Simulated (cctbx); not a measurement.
## Occupancies in LuBeB

Cell a = 3.3520 Å, b = 3.3520 Å, c = 3.4360 Å, α = 90.00°, β = 90.00°, γ = 90.00°; space group P4/mmm (no. 123); nominal formula LuBeB.

Simulated single-crystal data (cctbx): synchrotron X-rays, λ = 0.6889 Å, to d = 0.8 Å, 95 % of the full sphere, strongest reflection 5000 counts, noise from counting, a 6 % proportional error and a noise floor of 8 counts (s.d.); no absorption, and some extinction, which the refinements don't model.

With every site full:

```text
Rint 0.047, 38 unique reflections to 0.81 A
cycle     R1     wR2    GooF  max shift (A)
   1  0.0661  0.1387   6.106   0.00000
   2  0.0105  0.0210   0.923   0.00000
final R1 0.0105 wR2 0.0210 GooF 0.923  parameters 6  data/parameter 6.3
atom        x        y        z      Ueq    occ   su(xyz)  su(Uiso or U11)
Lu1    0.00000  0.00000  0.00000   0.0119  1.000  0.00000  0.0003
B1     0.50000  0.50000  0.00000   0.0297  1.000  0.00000  0.0061
Be1    0.50000  0.50000  0.50000   0.0388  1.000  0.00000  0.0076
difference map: max 0.77 min -0.65 rms 0.19
Q1    0.0000  0.0000  0.3445    2    0.78  1.18 A from Lu1
Q2    0.2896  0.2896  0.5000    4    0.63  1.00 A from Be1
Q3    0.0000  0.3572  0.5000    4    0.50  1.74 A from Be1
Q4    0.0000  0.5000  0.0000    2    0.25  1.68 A from B1
Q5    0.2814  0.5000  0.2131    8    0.13  1.04 A from B1
Q6    0.2295  0.2295  0.1766    8    0.10  1.25 A from Lu1
```

With the occupancies of the suspect sites free, each still typed as its main element:

```text
Rint 0.047, 38 unique reflections to 0.81 A
cycle     R1     wR2    GooF  max shift (A)
   1  0.0193  0.0435   1.947   0.00000
   4  0.0098  0.0205   0.917   0.00000
final R1 0.0097 wR2 0.0205 GooF 0.916  parameters 7  data/parameter 5.4
atom        x        y        z      Ueq    occ   su(xyz)  su(Uiso or U11)
Lu1    0.00000  0.00000  0.00000   0.0119  1.111  0.00000  0.0003
B1     0.50000  0.50000  0.00000   0.0246  1.000  0.00000  0.0083
Be1    0.50000  0.50000  0.50000   0.0335  1.000  0.00000  0.0093
su of occupancy Lu1: 0.128
difference map: max 0.84 min -0.73 rms 0.20
Q1    0.0000  0.0000  0.3454    2    0.85  1.19 A from Lu1
Q2    0.2919  0.2919  0.5000    4    0.68  0.99 A from Be1
Q3    0.0000  0.3533  0.5000    4    0.54  1.75 A from Be1
Q4    0.0000  0.5000  0.0000    2    0.27  1.68 A from B1
Q5    0.3184  0.5000  0.1568    8    0.13  0.81 A from B1
Q6    0.2306  0.2306  0.1774    8    0.09  1.25 A from Lu1
```

**Question.** What is the disorder?

X-rays count electrons. Lu1 refines to 1.111(0.128), or 78.9 electrons; the site truly holds 0.85 Lu, 60.4 electrons, which is 0.850 of Lu. All are within 3 s.u. of full, so these data don't show the disorder. Occupancy correlates with U and the scale, so the match is approximate.

Freeing them takes R1 from 0.0105 to 0.0097 and GooF from 0.92 to 0.92.

The model was made for the exercise: a known structure type with other elements put in, its volume estimated, not relaxed; displacement parameters are assumed.

[Middle refinement cycles are left out of these outputs.]

[Logs are printed without paths, hosts, clocks, repeated set-up lines and the standing remarks that a program may print on its own settings, such as how far it seeks lower states.]
